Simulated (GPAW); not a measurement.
# A W chain with one N atom in line: relaxation, then transmission at several levels, part 2 of 2

Aim: the conductance of a W chain with one N atom in line after relaxation, and whether geometry, basis or functional moves it most.

GPAW 26.7.0; GPAW LCAO, PAW setups; relaxation of the junction within the symmetry of its start, lead ends held (the session's first sound run).

So far, transmission at the Fermi level (one spin): step 3 (GPAW, dzp) 1.89; step 4 (basis szp(dzp)) 1.94; step 5 (basis sz(dzp)) 1.91.

### Step 6. RPBE in the dzp basis: xc = "RPBE"

Level of this step: GPAW LCAO, PAW setups; Landauer transmission from Green's functions with principal layers (ASE), zero bias (GPAW).

Back in the dzp basis, the functional changes from PBE to RPBE, to set the spread between functionals beside that between bases.

run.py

```python
import json
import numpy as np
from ase import Atoms
from ase.transport.calculators import TransportCalculator
from gpaw import GPAW, FermiDirac
from gpaw.lcao.tools import get_lcao_hamiltonian
from scipy.linalg import eigh

# The junction with lead layers at both ends, along the third cell vector
device = Atoms(
    ['W', 'W', 'W', 'W', 'W', 'W', 'W', 'W', 'N', 'W', 'W', 'W', 'W', 'W', 'W', 'W', 'W'],
    positions=[
        [4.50000, 4.50000, 1.12500],
        [4.50000, 4.50000, 3.37500],
        [4.50000, 4.50000, 5.62500],
        [4.50000, 4.50000, 7.87500],
        [4.50000, 4.50000, 10.12500],
        [4.50000, 4.50000, 12.37500],
        [4.50000, 4.50000, 14.62500],
        [4.50000, 4.50000, 16.78376],
        [4.50000, 4.50000, 18.59880],
        [4.50000, 4.50000, 20.41384],
        [4.50000, 4.50000, 22.57260],
        [4.50000, 4.50000, 24.82260],
        [4.50000, 4.50000, 27.07260],
        [4.50000, 4.50000, 29.32260],
        [4.50000, 4.50000, 31.57260],
        [4.50000, 4.50000, 33.82260],
        [4.50000, 4.50000, 36.07260]],
    cell=[[9.0, 0.0, 0.0], [0.0, 9.0, 0.0], [0.0, 0.0, 37.1976]],
    pbc=True)

# One principal layer of the lead: the first 5 atoms of the device
lead = Atoms(
    ['W', 'W', 'W', 'W', 'W'],
    positions=[
        [4.50000, 4.50000, 1.12500],
        [4.50000, 4.50000, 3.37500],
        [4.50000, 4.50000, 5.62500],
        [4.50000, 4.50000, 7.87500],
        [4.50000, 4.50000, 10.12500]],
    cell=[[9.0, 0.0, 0.0], [0.0, 9.0, 0.0], [0.0, 0.0, 11.25]],
    pbc=True)

settings = dict(mode='lcao', basis='dzp', xc='RPBE', h=0.18,
                occupations=FermiDirac(0.1), maxiter=250,
                mixer=dict(beta=0.1, nmaxold=8, weight=100.0),
                convergence=dict(density=0.0001))
energies = np.arange(-2, 2 + 1e-9, 0.025)
eta = 0.0001
n1, n2 = 1, 1
# k and -k transmit alike, so half of the mesh across the current serves
mesh = [(i, j) for i in range(n1) for j in range(n2) if (i, j) <= (-i % n1, -j % n2)]
weights = np.array([1 if (i, j) == (-i % n1, -j % n2) else 2 for i, j in mesh]) / (n1 * n2)

# [... helper functions left out ...]
fermi_lead = ground_state(lead, (1, 1, 10), 'lead.txt')
fermi_device = ground_state(device, (1, 1, 2), 'device.txt')
# [... loop over the mesh left out, but for ...]
        # Shift the lead onto the potential of the device's first layer
        shift = ((H[:, 0, 0] - H0[:, 0, 0]) / S0[0, 0]).real.mean()
# [...]
kT = 8.617333e-5 * 300
bias = [0.1, 0.2, 0.5, 1.0, 1.5, 2.0]
# [... integrals and printing left out ...]
```

On the command line:

```console
$ OMP_NUM_THREADS=1 OPENBLAS_NUM_THREADS=1 python run.py
```

Output:

```text
basis functions: device 477, principal layer 145
Fermi level: lead -2.5814 eV, device -2.6416 eV; lead shifted by -0.0139 eV
largest coupling past the next layer 7.82e-06 eV, largest misfit of the first layer 0.130 eV
  E-E_F (eV)   T (one spin)  channels
    -2.000    2.3283e+00    4.0000
    -1.975    2.3316e+00    4.0000
    -1.950    2.3346e+00    4.0000
[...]
1.975    6.2576e-01    2.0000
     2.000    6.2318e-01    2.0000
conductance at 300 K: 1.8809 G0 a cell; thermopower 0.9169 uV/K
current from the zero-bias T(E) at 0.1 V: 14.571 uA
current from the zero-bias T(E) at 0.2 V: 29.124 uA
current from the zero-bias T(E) at 0.5 V: 72.482 uA
current from the zero-bias T(E) at 1.0 V: 142.97 uA
current from the zero-bias T(E) at 1.5 V: 210.82 uA
current from the zero-bias T(E) at 2.0 V: 277.05 uA
```

The job ended after 4.3 min (1 thread of Arm Neoverse V2, shared host; peak memory 2.2 GiB).

Numbers from this step:

| Property | Result |
| --- | --- |
| conductance | 1.881 G₀ |
| largest coupling past the next principal layer | 7.82e-6 eV |
| largest misfit of the first principal layer | 0.1303 eV |
| shift that aligns the lead | -0.01389 eV |
| basis functions of the junction | 477 |
| basis functions of a principal layer | 145 |
| transmission at the Fermi level (one spin) | 1.882 |
| open channels of the lead at the Fermi level (one spin) | 6 |

One spin. The transmission, zone mean by energy, zero at the Fermi level:

energy (eV), transmission, zone mean and a bar from the least value:
```
   -2.000       2.33 ##############################
   -1.900       2.34 ##############################
   -1.800       2.33 ##############################
   -1.700       2.31 ##############################
   -1.600       2.28 #############################
   -1.500       2.24 ############################
   -1.400       2.19 ###########################
   -1.300       2.14 ##########################
   -1.200       2.08 #########################
   -1.100       2.03 #########################
   -1.000       1.98 ########################
   -0.900       1.93 #######################
   -0.800       1.90 ######################
   -0.700       1.88 ######################
   -0.600       1.89 ######################
   -0.500       1.90 ######################
   -0.400       1.90 ######################
   -0.300       1.90 ######################
   -0.200       1.90 ######################
   -0.100       1.90 ######################
    0.000       1.88 ######################
    0.100       1.85 ######################
    0.200       1.82 #####################
    0.300       1.78 ####################
    0.400       1.73 ###################
    0.500       1.68 ##################
    0.600       1.63 ##################
    0.700       1.57 #################
    0.800       1.52 ################
    0.900       1.48 ###############
    1.000       1.44 ##############
    1.100       1.41 ##############
    1.200       1.37 #############
    1.300       1.34 ############
    1.400       1.29 ############
    1.500       1.23 ###########
    1.600       1.07 ########
    1.700       0.68 #
    1.800       0.68 #
    1.900       0.63 
    2.000       0.62
```

The conductance, 1.88 G₀, lies 0.3 % below that of the dzp run.

### Step 7. Without the relaxation: geometry = "as built"

The dzp basis with PBE on the structure as first built shows what the relaxation was worth.

run.py: that of step 6 with these lines changed.

```diff
@@ -19,5 +19,5 @@
         [4.50000, 4.50000, 14.62500],
-        [4.50000, 4.50000, 16.78376],
+        [4.50000, 4.50000, 16.87500],
         [4.50000, 4.50000, 18.59880],
-        [4.50000, 4.50000, 20.41384],
+        [4.50000, 4.50000, 20.32260],
         [4.50000, 4.50000, 22.57260],
@@ -44,3 +44,3 @@
 
-settings = dict(mode='lcao', basis='dzp', xc='RPBE', h=0.18,
+settings = dict(mode='lcao', basis='dzp', xc='PBE', h=0.18,
                 occupations=FermiDirac(0.1), maxiter=250,
```

Output:

```text
basis functions: device 477, principal layer 145
Fermi level: lead -2.6611 eV, device -2.7089 eV; lead shifted by -0.0170 eV
largest coupling past the next layer 7.88e-06 eV, largest misfit of the first layer 0.091 eV
  E-E_F (eV)   T (one spin)  [channel counts left out]
    -2.000    1.7538e+00
    -1.975    1.7795e+00
    -1.950    1.8050e+00
[...]
1.975    6.7253e-01
     2.000    6.6597e-01
conductance at 300 K: 2.5245 G0 a cell; thermopower 0.3725 uV/K
current from the zero-bias T(E) at 0.1 V: 19.554 uA
current from the zero-bias T(E) at 0.2 V: 39.07 uA
current from the zero-bias T(E) at 0.5 V: 96.966 uA
current from the zero-bias T(E) at 1.0 V: 190.02 uA
current from the zero-bias T(E) at 1.5 V: 278.21 uA
current from the zero-bias T(E) at 2.0 V: 362.47 uA
```

The job ended after 4.8 min (1 thread; peak memory 2.2 GiB).

Numbers from this step:

```
conductance                                    : 2.525 G₀
largest coupling past the next principal layer : 7.88e-6 eV
largest misfit of the first principal layer    : 0.09053 eV
shift that aligns the lead                     : -0.01700 eV
transmission at the Fermi level (one spin)     : 2.527
```

The conductance, 2.52 G₀, lies 34 % above that of the dzp run.

### Step 8. Cost and result by level

Times are for 1 thread of Arm Neoverse V2, shared host. The series side by side:

| no. | run | conductance (G₀) | time | memory (GiB) |
| --- | --- | --- | --- | --- |
| 1 | dzp | 1.887 | 4.5 min | 2.2 |
| 2 | szp | 1.936 | 2.3 min | 2.1 |
| 3 | sz | 1.913 | 1.7 min | 2.0 |
| 4 | dzp RPBE | 1.881 | 4.3 min | 2.2 |
| 5 | asbuilt | 2.525 | 4.8 min | 2.2 |

### Step 9. The levels side by side

The curves are compared point by point over the common energies.

This step: comparison of transmission and cost over codes, levels and geometry (GPAW 26.7.0).

Ladder, by row:

| step | code | T at the Fermi level (sum over the listed spins) | conductance (G0) | r.m.s. T(E) from the first | wall time (s) | peak memory (GiB) | threads |
| --- | --- | --- | --- | --- | --- | --- | --- |
| dzp | GPAW | 1.888 | 1.887 | 0 | 272.3 | 2.2 | 1 |
| szp | GPAW | 1.937 | 1.936 | 0.07797 | 135.1 | 2.1 | 1 |
| sz | GPAW | 1.914 | 1.913 | 0.08844 | 103.8 | 2.03 | 1 |
| dzp-RPBE | GPAW | 1.882 | 1.881 | 0.06815 | 256.4 | 2.2 | 1 |
| asbuilt | GPAW | 2.527 | 2.525 | 0.4717 | 285.2 | 2.2 | 1 |

Transmission, zone mean, sum over the listed spins against energy, zero at the Fermi level:

| energy (eV) | dzp | szp | sz | dzp-RPBE | asbuilt |
| --- | --- | --- | --- | --- | --- |
| -2.000 | 2.33 | 2.32 | 2.30 | 2.33 | 1.75 |
| -1.800 | 2.33 | 2.34 | 2.32 | 2.33 | 1.94 |
| -1.600 | 2.28 | 2.30 | 2.27 | 2.28 | 2.06 |
| -1.400 | 2.19 | 2.21 | 2.19 | 2.19 | 2.12 |
| -1.200 | 2.08 | 2.11 | 2.09 | 2.08 | 2.15 |
| -1.000 | 1.98 | 2.01 | 2.00 | 1.98 | 2.16 |
| -0.800 | 1.90 | 1.94 | 1.93 | 1.90 | 2.19 |
| -0.600 | 1.89 | 1.94 | 1.92 | 1.89 | 2.26 |
| -0.400 | 1.90 | 1.95 | 1.93 | 1.90 | 2.37 |
| -0.200 | 1.91 | 1.96 | 1.94 | 1.90 | 2.49 |
| 0.000 | 1.89 | 1.94 | 1.91 | 1.88 | 2.53 |
| 0.200 | 1.83 | 1.88 | 1.86 | 1.82 | 2.48 |
| 0.400 | 1.74 | 1.79 | 1.78 | 1.73 | 2.41 |
| 0.600 | 1.63 | 1.69 | 1.69 | 1.63 | 2.32 |
| 0.800 | 1.53 | 1.60 | 1.60 | 1.52 | 2.21 |
| 1.000 | 1.45 | 1.52 | 1.51 | 1.44 | 2.10 |
| 1.200 | 1.38 | 1.45 | 1.44 | 1.37 | 1.97 |
| 1.400 | 1.30 | 1.40 | 1.39 | 1.29 | 1.78 |
| 1.600 | 1.11 | 1.34 | 1.40 | 1.07 | 1.35 |
| 1.700 | 1.53 | 1.02 | 1.24 | 0.677 | 1.50 |
| 1.800 | 0.668 | 0.633 | 0.603 | 0.675 | 0.715 |
| 2.000 | 0.611 | 0.579 | 0.555 | 0.623 | 0.666 |

### Step 10. Potential alignment off

Without the shift, lead and junction are matched by their Fermi levels alone.

This step: GPAW LCAO, PAW setups; Landauer transmission from Green's functions with principal layers (ASE), zero bias (GPAW 26.7.0).

run.py: that of step 7 with these lines changed.

```diff
@@ -19,5 +19,5 @@
         [4.50000, 4.50000, 14.62500],
-        [4.50000, 4.50000, 16.87500],
+        [4.50000, 4.50000, 16.78376],
         [4.50000, 4.50000, 18.59880],
-        [4.50000, 4.50000, 20.32260],
+        [4.50000, 4.50000, 20.41384],
         [4.50000, 4.50000, 22.57260],
@@ -59,4 +59,4 @@
 # [... loop over the mesh left out, but for ...]
-        # Shift the lead onto the potential of the device's first layer
-        shift = ((H[:, 0, 0] - H0[:, 0, 0]) / S0[0, 0]).real.mean()
+        # Lead and device are aligned by their Fermi levels alone
+        shift = 0.0
 # [...]
```

Output:

```text
basis functions: device 477, principal layer 145
Fermi level: lead -2.6611 eV, device -2.7219 eV; lead shifted by 0.0000 eV
largest coupling past the next layer 7.88e-06 eV, largest misfit of the first layer 0.100 eV
  E-E_F (eV)   T (one spin)  channels
    -2.000    2.3230e+00    4.0000
    -1.975    2.3239e+00    4.0000
    -1.950    2.3247e+00    4.0000
    -1.925    2.3254e+00    4.0000
    -1.900    2.3258e+00    4.0000
    -1.875    2.3258e+00    4.0000
    -1.850    2.3253e+00    4.0000
    -1.825    2.3243e+00    4.0000
    -1.800    2.3226e+00    4.0000
    -1.775    2.3203e+00    4.0000
    -1.750    2.3173e+00    4.0000
    -1.725    2.3133e+00    4.0000
    -1.700    2.3088e+00    4.0000
    -1.675    2.3037e+00    4.0000
    -1.650    2.2977e+00    4.0000
    -1.625    2.2911e+00    4.0000
[...]
1.825    6.8091e-01    4.0000
     1.850    6.5924e-01    4.0000
     1.875    6.2150e-01    2.0000
     1.900    6.2105e-01    2.0000
     1.925    6.2021e-01    2.0000
     1.950    6.1894e-01    2.0000
     1.975    6.1718e-01    2.0000
     2.000    6.1488e-01    2.0000
conductance at 300 K: 1.8948 G0 a cell; thermopower 0.8974 uV/K
current from the zero-bias T(E) at 0.1 V: 14.677 uA
current from the zero-bias T(E) at 0.2 V: 29.329 uA
current from the zero-bias T(E) at 0.5 V: 72.907 uA
current from the zero-bias T(E) at 1.0 V: 143.58 uA
current from the zero-bias T(E) at 1.5 V: 211.45 uA
current from the zero-bias T(E) at 2.0 V: 277.74 uA
```

The job ended after 4.5 min (1 thread; peak memory 2.2 GiB).

This step gave:

```yaml
conductance: 1.895 G₀
largest_misfit_of_the_first_principal_layer: 0.09966 eV
shift_that_aligns_the_lead: 0 eV
transmission_at_the_fermi_level_one_spin: 1.896
```

One spin. The transmission, zone mean by energy, zero at the Fermi level:

| energy (eV) | transmission, zone mean |
| --- | --- |
| -2.000 | 2.32 |
| -1.900 | 2.33 |
| -1.800 | 2.32 |
| -1.700 | 2.31 |
| -1.600 | 2.28 |
| -1.500 | 2.25 |
| -1.400 | 2.20 |
| -1.300 | 2.15 |
| -1.200 | 2.09 |
| -1.100 | 2.03 |
| -1.000 | 1.98 |
| -0.900 | 1.93 |
| -0.800 | 1.89 |
| -0.700 | 1.88 |
| -0.600 | 1.89 |
| -0.500 | 1.89 |
| -0.400 | 1.90 |
| -0.300 | 1.91 |
| -0.200 | 1.91 |
| -0.100 | 1.91 |
| 0.000 | 1.90 |
| 0.100 | 1.87 |
| 0.200 | 1.82 |
| 0.300 | 1.79 |
| 0.400 | 1.74 |
| 0.500 | 1.68 |
| 0.600 | 1.63 |
| 0.700 | 1.57 |
| 0.800 | 1.53 |
| 0.900 | 1.49 |
| 1.000 | 1.45 |
| 1.100 | 1.42 |
| 1.200 | 1.39 |
| 1.300 | 1.35 |
| 1.400 | 1.29 |
| 1.500 | 1.22 |
| 1.600 | 1.13 |
| 1.700 | 0.931 |
| 1.800 | 0.681 |
| 1.900 | 0.621 |
| 2.000 | 0.615 |

Crossings of the lead's bands, unfolded to its shortest repeat. The open channels, zone mean by energy, zero at the Fermi level:

energy (eV), open channels, zone mean and a bar from the least value:
```
   -2.000       4.00 ###############
   -1.900       4.00 ###############
   -1.800       4.00 ###############
   -1.700       4.00 ###############
   -1.600       4.00 ###############
   -1.500       4.00 ###############
   -1.400       4.00 ###############
   -1.300       4.00 ###############
   -1.200       4.00 ###############
   -1.100       4.00 ###############
   -1.000       4.00 ###############
   -0.900       4.00 ###############
   -0.800       4.00 ###############
   -0.700       6.00 ##############################
   -0.600       6.00 ##############################
   -0.500       6.00 ##############################
   -0.400       6.00 ##############################
   -0.300       6.00 ##############################
   -0.200       6.00 ##############################
   -0.100       4.00 ###############
    0.000       6.00 ##############################
    0.100       6.00 ##############################
    0.200       6.00 ##############################
    0.300       6.00 ##############################
    0.400       6.00 ##############################
    0.500       6.00 ##############################
    0.600       6.00 ##############################
    0.700       6.00 ##############################
    0.800       6.00 ##############################
    0.900       6.00 ##############################
    1.000       6.00 ##############################
    1.100       6.00 ##############################
    1.200       6.00 ##############################
    1.300       6.00 ##############################
    1.400       6.00 ##############################
    1.500       6.00 ##############################
    1.600       6.00 ##############################
    1.700       6.00 ##############################
    1.800       4.00 ###############
    1.900       2.00 
    2.000       2.00
```

Not self-consistent under bias; the bias window is split evenly. The current through one cell, from the zero-bias transmission by bias:

| bias (V) | current through one cell, from the zero-bias transmission (μA) |
| --- | --- |
| 0.100 | 14.7 |
| 0.200 | 29.3 |
| 0.500 | 72.9 |
| 1.000 | 144 |
| 1.500 | 211 |
| 2.000 | 278 |

Transmission of the three most open eigenchannels against energy, zero at the Fermi level:

| energy (eV) | channel 1 | channel 2 | channel 3 |
| --- | --- | --- | --- |
| -2.000 | 0.860 | 0.860 | 0.586 |
| -1.900 | 0.856 | 0.856 | 0.595 |
| -1.800 | 0.850 | 0.850 | 0.602 |
| -1.700 | 0.841 | 0.841 | 0.606 |
| -1.600 | 0.827 | 0.827 | 0.607 |
| -1.500 | 0.809 | 0.809 | 0.606 |
| -1.400 | 0.787 | 0.787 | 0.604 |
| -1.300 | 0.761 | 0.761 | 0.601 |
| -1.200 | 0.733 | 0.733 | 0.597 |
| -1.100 | 0.707 | 0.707 | 0.592 |
| -1.000 | 0.682 | 0.682 | 0.588 |
| -0.900 | 0.661 | 0.661 | 0.583 |
| -0.800 | 0.645 | 0.645 | 0.579 |
| -0.700 | 0.633 | 0.633 | 0.575 |
| -0.600 | 0.627 | 0.627 | 0.572 |
| -0.500 | 0.624 | 0.624 | 0.570 |
| -0.400 | 0.625 | 0.625 | 0.569 |
| -0.300 | 0.626 | 0.626 | 0.568 |
| -0.200 | 0.627 | 0.627 | 0.568 |
| -0.100 | 0.626 | 0.626 | 0.567 |
| 0.000 | 0.621 | 0.621 | 0.566 |
| 0.100 | 0.611 | 0.611 | 0.565 |
| 0.200 | 0.592 | 0.592 | 0.562 |
| 0.300 | 0.578 | 0.578 | 0.559 |
| 0.400 | 0.556 | 0.556 | 0.556 |
| 0.500 | 0.551 | 0.531 | 0.531 |
| 0.600 | 0.547 | 0.506 | 0.506 |
| 0.700 | 0.541 | 0.482 | 0.482 |
| 0.800 | 0.536 | 0.460 | 0.460 |
| 0.900 | 0.531 | 0.440 | 0.440 |
| 1.000 | 0.527 | 0.422 | 0.422 |
| 1.100 | 0.523 | 0.406 | 0.406 |
| 1.200 | 0.521 | 0.388 | 0.388 |
| 1.300 | 0.519 | 0.365 | 0.365 |
| 1.400 | 0.519 | 0.335 | 0.335 |
| 1.500 | 0.520 | 0.295 | 0.295 |
| 1.600 | 0.522 | 0.239 | 0.239 |
| 1.700 | 0.524 | 0.133 | 0.133 |
| 1.800 | 0.525 | 0.0961 | 0.0301 |
| 1.900 | 0.523 | 0.0976 | 7.6e-7 |
| 2.000 | 0.518 | 0.0969 | 7.5e-7 |

The conductance, 1.89 G₀, lies 0.4 % above that of the dzp run.

### Step 11. Summary of results

* conductance: 1.89 G₀
* transmission at the Fermi level, mean of the spins: 1.89

In the dzp basis the junction conducts 1.89 G₀ at 300 K, with T = 1.89 a spin at the Fermi level; the sz basis reaches that conductance within 10 %. Relaxation moved atoms by up to 0.091 Å and took the conductance from 2.52 to 1.89 G₀, as a ratio a larger change than the step from dzp to the minimal basis. At the Fermi level the three most open eigenchannels pass 0.62, 0.62 and 0.56. Measured against the first run (dzp), the nearest curve is that of dzp-RPBE (r.m.s. 0.068) and the farthest that of asbuilt (0.47). Over the compared runs wall time goes from 104 s (sz) to 285 s (asbuilt), on a shared host. The leads kept an estimated spacing and the cell its length, so the junction may be under some tension or compression. The geometry comes from the orbital basis, which tends to overbind, and kept the symmetry of the start, so a structure of lower symmetry may lie lower. The run had no spin polarisation, so a magnetic state, which chains and small molecules with open shells often have, wasn't tested. Spin-orbit coupling is left out, which matters for the heavy atoms here. An evenly spaced straight chain is an idealisation: free chains tend to dimerise, zigzag or, where a band edge lies near the Fermi level, turn magnetic. The currents use the zero-bias T(E) throughout, which holds only while the bias is small against the distance to the nearest feature. The thermopower isn't quoted: it samples T(E) farther from the Fermi level than the conductance does, and the energy grid wasn't tested for it.

[Logs are printed without paths, hosts, clocks, repeated set-up lines and the standing remarks that a program may print on its own settings, such as how far it seeks lower states.]

[Hosts, paths, dates, database ids (printed as entryN), source tags and the programs' standing remarks are cut or masked in the printed files.]
